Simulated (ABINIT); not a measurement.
# Te2Mo (P6_3/mmc): G0W0 in ABINIT against the bands in the screening, part 2 of 2

Wanted: the cheapest bands in the screening that holds the gap of Te2Mo (P6_3/mmc).

ABINIT 10.8.3; PBE and many-body steps on it, plane waves. Known limits of the many-body steps: not at the basis limit; exchange with frozen shells missing; no spin-orbit coupling; coarse k mesh.

So far. Step 2 (Screening, 3×3×1 mesh, 54 bands, screening to 106.1 eV): Local fields lower ε∞ by 13 %. On a Γ-centred mesh this coarse the value itself is usually too large, while a short band sum pulls it down. Step 5 (65 bands): The gap on the mesh goes from 0.96 eV to 1.49 eV, a correction of +0.53 eV.

**6. Screening, 3×3×1 mesh, 132 bands, screening to 106.1 eV**

This step: RPA screening on PBE, plane waves, norm-conserving pseudopotentials.

Input file run.abi:

```
acell 3*1.0 Angstrom
rprim 
  3.518200000003 -0.000000000001 0.000000000000
  -1.759100000001 3.046850575598 0.000000000000
  0.000000000000 0.000000000000 13.973600000000
ntypat 2
znucl 52 42
natom 6
typat 1 1 1 1 2 2
xred 
  0.333333333333 0.666666666667 0.621000000000
  0.666666666667 0.333333333333 0.121000000000
  0.333333333333 0.666666666667 0.879000000000
  0.666666666667 0.333333333333 0.379000000000
  0.333333333333 0.666666666667 0.250000000000
  0.666666666667 0.333333333333 0.750000000000
pp_dirpath "pseudos"
pseudos "Te.upf, Mo.upf"
ecut 36
ngkpt 3 3 1
nshiftk 1
shiftk 0 0 0
kptopt 1
chksymbreak 0
istwfk *1
occopt 1
irdwfk 1
optdriver 3
nband 132
ecuteps 3.9
inclvkb 2
awtr 1
symchi 1
indata_prefix "in"
outdata_prefix "out"
tmpdata_prefix "tmp"
```

The run is started by

```
OMP_NUM_THREADS=1 mpirun -n 8 abinit run.abi > log
```

The log of the run:

```text
.Version 10.8.3 of ABINIT. v10.8.2 released Aug 2026.

 Symmetries : space group P6_3/m m c (#194); Bravais hP (primitive hexag.)
[... echo of the input left out ...]
== DATASET  1 ==================================================================
-   mpi_nproc: 8, omp_nthreads: 1 (-1 if OMP is not activated)

--- !DatasetInfo
iteration_state: {dtset: 1, }
dimensions: {natom: 6, nkpt: 3, mband: 132, nsppol: 1, nspinor: 1, nspden: 1, mpw: 10515, }
cutoff_energies: {ecut:  36.0, pawecutdg:  -1.0, }
[...]
--------------------------------------------------------------------------------
[... chi0 elements left out ...]
 For q-point:  0.000010 0.000020 0.000030
  dielectric constant =  20.4753
  dielectric constant without local fields =  23.0659

  Average fulfillment of the sum rule on Im[epsilon] for q-point    1 :     56.13  [%]
[... wings left out ...]
  q-point number  2        q = ( 0.333333, 0.000000, 0.000000) [r.l.u.]
--------------------------------------------------------------------------------
[... chi0 elements left out ...]
  Average fulfillment of the sum rule on Im[epsilon] for q-point    2 :     51.63  [%]

 [... 1 further q-points ...]
```

The job ended after 57 s (8 MPI ranks of Intel Xeon Platinum 8488C (Sapphire Rapids), shared host; peak memory 2.6 GiB; 7.6 min of CPU time).

Numbers from this step:

| Property | Result |
| --- | --- |
| ε∞ with local fields, on this mesh, along the program's q direction | 20.48 |
| the same without local fields | 23.07 |
| plasma frequency | 29.10 eV |
| plane waves in the screening matrix | 341 |

**7. 132 bands**

This step: G0W0 on PBE, plane waves, norm-conserving pseudopotentials.

Edit run.abi of step 6 so:

```diff
@@ -27,8 +27,17 @@
 irdwfk 1
-optdriver 3
+optdriver 4
 nband 132
+gwcalctyp 0
+ecutsigx 36
+symsigma 1
+nkptgw 2
+kptgw 
+  0.0000000000 0.0000000000 0.0000000000
+  0.3333333333 0.3333333333 0.0000000000
+bdgw 
+  45 48
+  45 48
 ecuteps 3.9
-inclvkb 2
-awtr 1
-symchi 1
+irdscr 1
+ppmodel 1
 indata_prefix "in"
```

The log of the run:

```text
.Version 10.8.3 of ABINIT. v10.8.2 released Aug 2026.

 Symmetries : space group P6_3/m m c (#194); Bravais hP (primitive hexag.)
[... echo of the input left out ...]
== DATASET  1 ==================================================================
-   mpi_nproc: 8, omp_nthreads: 1 (-1 if OMP is not activated)

--- !DatasetInfo
iteration_state: {dtset: 1, }
dimensions: {natom: 6, nkpt: 3, mband: 132, nsppol: 1, nspinor: 1, nspden: 1, mpw: 10515, }
cutoff_energies: {ecut:  36.0, pawecutdg:  -1.0, }
[...]
Band     E0 <VxcDFT>   SigX SigC(E0)      Z dSigC/dE  Sig(E)    E-E0       E
[...]
47   8.943 -16.955 -12.267  -3.390   0.766  -0.306 -15.961   0.994   9.937
       48   8.943 -16.955 -12.267  -3.390   0.766  -0.306 -15.961   0.994   9.937

== END DATASET(S) ==============================================================
================================================================================

 -outvars: echo values of variables after computation  --------
           etotal      0.0000000000E+00
            nband         132
             nkpt           3
          spgroup         194
 [... the other variables as echoed above ...]

 Calculation completed.
```

The job ended after 10 s (8 MPI ranks; peak memory 1.8 GiB).

Numbers from this step:

- G0W0 gap on the points computed: 1.526 eV
- starting gap on the mesh: 0.9565 eV
- k of the valence top: 0, 0, 0
- k of the conduction bottom: 0.3333, 0.3333, 0
- least direct G0W0 gap on the computed points: 1.562 eV

Against the run before, the gap moves by +0.041 eV.

**8. Screening, 3×3×1 mesh, 245 bands, screening to 106.1 eV**

This step: RPA screening on PBE, plane waves, norm-conserving pseudopotentials.

Edit run.abi of step 7 so:

```diff
@@ -27,17 +27,8 @@
 irdwfk 1
-optdriver 4
-nband 132
-gwcalctyp 0
-ecutsigx 36
-symsigma 1
-nkptgw 2
-kptgw 
-  0.0000000000 0.0000000000 0.0000000000
-  0.3333333333 0.3333333333 0.0000000000
-bdgw 
-  45 48
-  45 48
+optdriver 3
+nband 245
 ecuteps 3.9
-irdscr 1
-ppmodel 1
+inclvkb 2
+awtr 1
+symchi 1
 indata_prefix "in"
```

The log of the run:

```text
.Version 10.8.3 of ABINIT. v10.8.2 released Aug 2026.

 Symmetries : space group P6_3/m m c (#194); Bravais hP (primitive hexag.)
[... echo of the input left out ...]
== DATASET  1 ==================================================================
-   mpi_nproc: 8, omp_nthreads: 1 (-1 if OMP is not activated)

--- !DatasetInfo
iteration_state: {dtset: 1, }
dimensions: {natom: 6, nkpt: 3, mband: 245, nsppol: 1, nspinor: 1, nspden: 1, mpw: 10515, }
cutoff_energies: {ecut:  36.0, pawecutdg:  -1.0, }
[...]
--------------------------------------------------------------------------------
[... chi0 elements left out ...]
 For q-point:  0.000010 0.000020 0.000030
  dielectric constant =  20.5819
  dielectric constant without local fields =  23.1101

  Average fulfillment of the sum rule on Im[epsilon] for q-point    1 :     82.46  [%]
[... wings left out ...]
  q-point number  2        q = ( 0.333333, 0.000000, 0.000000) [r.l.u.]
--------------------------------------------------------------------------------
[... chi0 elements left out ...]
  Average fulfillment of the sum rule on Im[epsilon] for q-point    2 :     77.38  [%]

 [... 1 further q-points ...]
```

Elapsed: 1.9 min, on 8 MPI ranks; peak memory 3 GiB; 15 min of CPU time.

This step gave:

- ε∞ with local fields, on this mesh, along the program's q direction: 20.58
- the same without local fields: 23.11
- plasma frequency: 29.10 eV
- plane waves in the screening matrix: 341

**9. 245 bands**

This step: G0W0 on PBE, plane waves, norm-conserving pseudopotentials.

Edit run.abi of step 8 so:

```diff
@@ -27,8 +27,17 @@
 irdwfk 1
-optdriver 3
-nband 245
+optdriver 4
+nband 132
+gwcalctyp 0
+ecutsigx 36
+symsigma 1
+nkptgw 2
+kptgw 
+  0.0000000000 0.0000000000 0.0000000000
+  0.3333333333 0.3333333333 0.0000000000
+bdgw 
+  45 48
+  45 48
 ecuteps 3.9
-inclvkb 2
-awtr 1
-symchi 1
+irdscr 1
+ppmodel 1
 indata_prefix "in"
```

The log of the run:

```text
.Version 10.8.3 of ABINIT. v10.8.2 released Aug 2026.

 Symmetries : space group P6_3/m m c (#194); Bravais hP (primitive hexag.)
[... echo of the input left out ...]
== DATASET  1 ==================================================================
-   mpi_nproc: 8, omp_nthreads: 1 (-1 if OMP is not activated)

--- !DatasetInfo
iteration_state: {dtset: 1, }
dimensions: {natom: 6, nkpt: 3, mband: 132, nsppol: 1, nspinor: 1, nspden: 1, mpw: 10515, }
cutoff_energies: {ecut:  36.0, pawecutdg:  -1.0, }
[...]
Band     E0 <VxcDFT>   SigX SigC(E0)      Z dSigC/dE  Sig(E)    E-E0       E
[...]
47   8.943 -16.955 -12.267  -3.385   0.770  -0.299 -15.951   1.003   9.947
       48   8.943 -16.955 -12.267  -3.385   0.770  -0.299 -15.951   1.003   9.947

== END DATASET(S) ==============================================================
================================================================================

 -outvars: echo values of variables after computation  --------
           etotal      0.0000000000E+00
            nband         132
             nkpt           3
          spgroup         194
 [... the other variables as echoed above ...]

 Calculation completed.
```

The job ended after 12 s (8 MPI ranks; peak memory 1.8 GiB).

This step gave:

```
G0W0 gap on the points computed              : 1.534 eV
starting gap on the mesh                     : 0.9565 eV
k of the valence top                         : 0, 0, 0
k of the conduction bottom                   : 0.3333, 0.3333, 0
least direct G0W0 gap on the computed points : 1.572 eV
```

Against the run before, the gap moves by +0.008 eV.

**10. Side by side**

Times are wall times on 8 MPI ranks of Intel Xeon Platinum 8488C (Sapphire Rapids), shared host, good to a factor of about two. A run's time includes the screening step that it read.

```tsv
run	mesh	bands	screening cutoff (eV)	DFT gap (eV)	gap on the mesh (eV)	direct (eV)	ε∞ used	time
54 bands	3×3×1	132	106.1	0.956	1.517	1.531	18.00	27 s
65 bands	3×3×1	132	106.1	0.956	1.485	1.516	20.05	31 s
132 bands	3×3×1	132	106.1	0.956	1.526	1.562	20.48	67 s
245 bands	3×3×1	132	106.1	0.956	1.534	1.572	20.58	2.1 min
```

**11. What came out**

| Property | Result |
| --- | --- |
| 54 bands | 1.517 eV |
| 65 bands | 1.485 eV |
| 132 bands | 1.526 eV |
| 245 bands | 1.534 eV |
| known limits | not at the basis limit; exchange with frozen shells missing; no spin-orbit coupling; coarse k mesh |

The setting moved: bands in the screening. From 54 bands to 245 bands the gap moves by +0.02 eV, for 4.6 times the time, not steadily: it passes through 1.49 eV. It holds to 0.03 eV from 132 bands on. Bands and screening cutoff are coupled, so a series along one setting does not show full convergence. Bands and cutoff are finite, so the gap is not at the basis limit. The miss can reach some tenths of an eV and take either sign; the mesh is an error of its own. In the first G0W0 run levels were corrected at 2 k points alone, so a gap called «on the mesh» is the least over those, and an edge elsewhere would be missed. The 3×3×1 mesh is coarse for this cell, which bears on the long-range parts of exchange and screening. The norm-conserving file of at least one element keeps a d shell over frozen s and p shells of the same row. Exchange with those shells is missing from the self-energy, an error of 0.3 to 0.9 eV in cases checked, whose sign depends on which edge lies on those atoms. The many-body steps are scalar-relativistic: spin-orbit coupling is not in them.

[Paths, hosts, dates, memory and timing lines, banners, echoed tables and standing remarks are left out of the program output.]

[Logs are printed without paths, hosts, clocks, repeated set-up lines and the standing remarks that a program may print on its own settings, such as how far it seeks lower states.]

[Runs of the session that timed out or met a known fault of the program may be left out.]

[No measured gap is set beside runs whose start may be inverted or whose files or cutoffs have a known fault.]

[Hosts, paths, dates, database ids (printed as entryN), source tags and the programs' standing remarks are cut or masked in the printed files.]

[G0W0 gaps are taken among the corrected bands and points alone; a level outside them can change the order at an edge.]

[Where Ansatz stands beside ABINIT at settings called matched, ABINIT's density can come from a denser mesh and the files from another edition; pairs whose starting gaps differed by over 0.03 eV were left out, so agreement reads better than it is.]
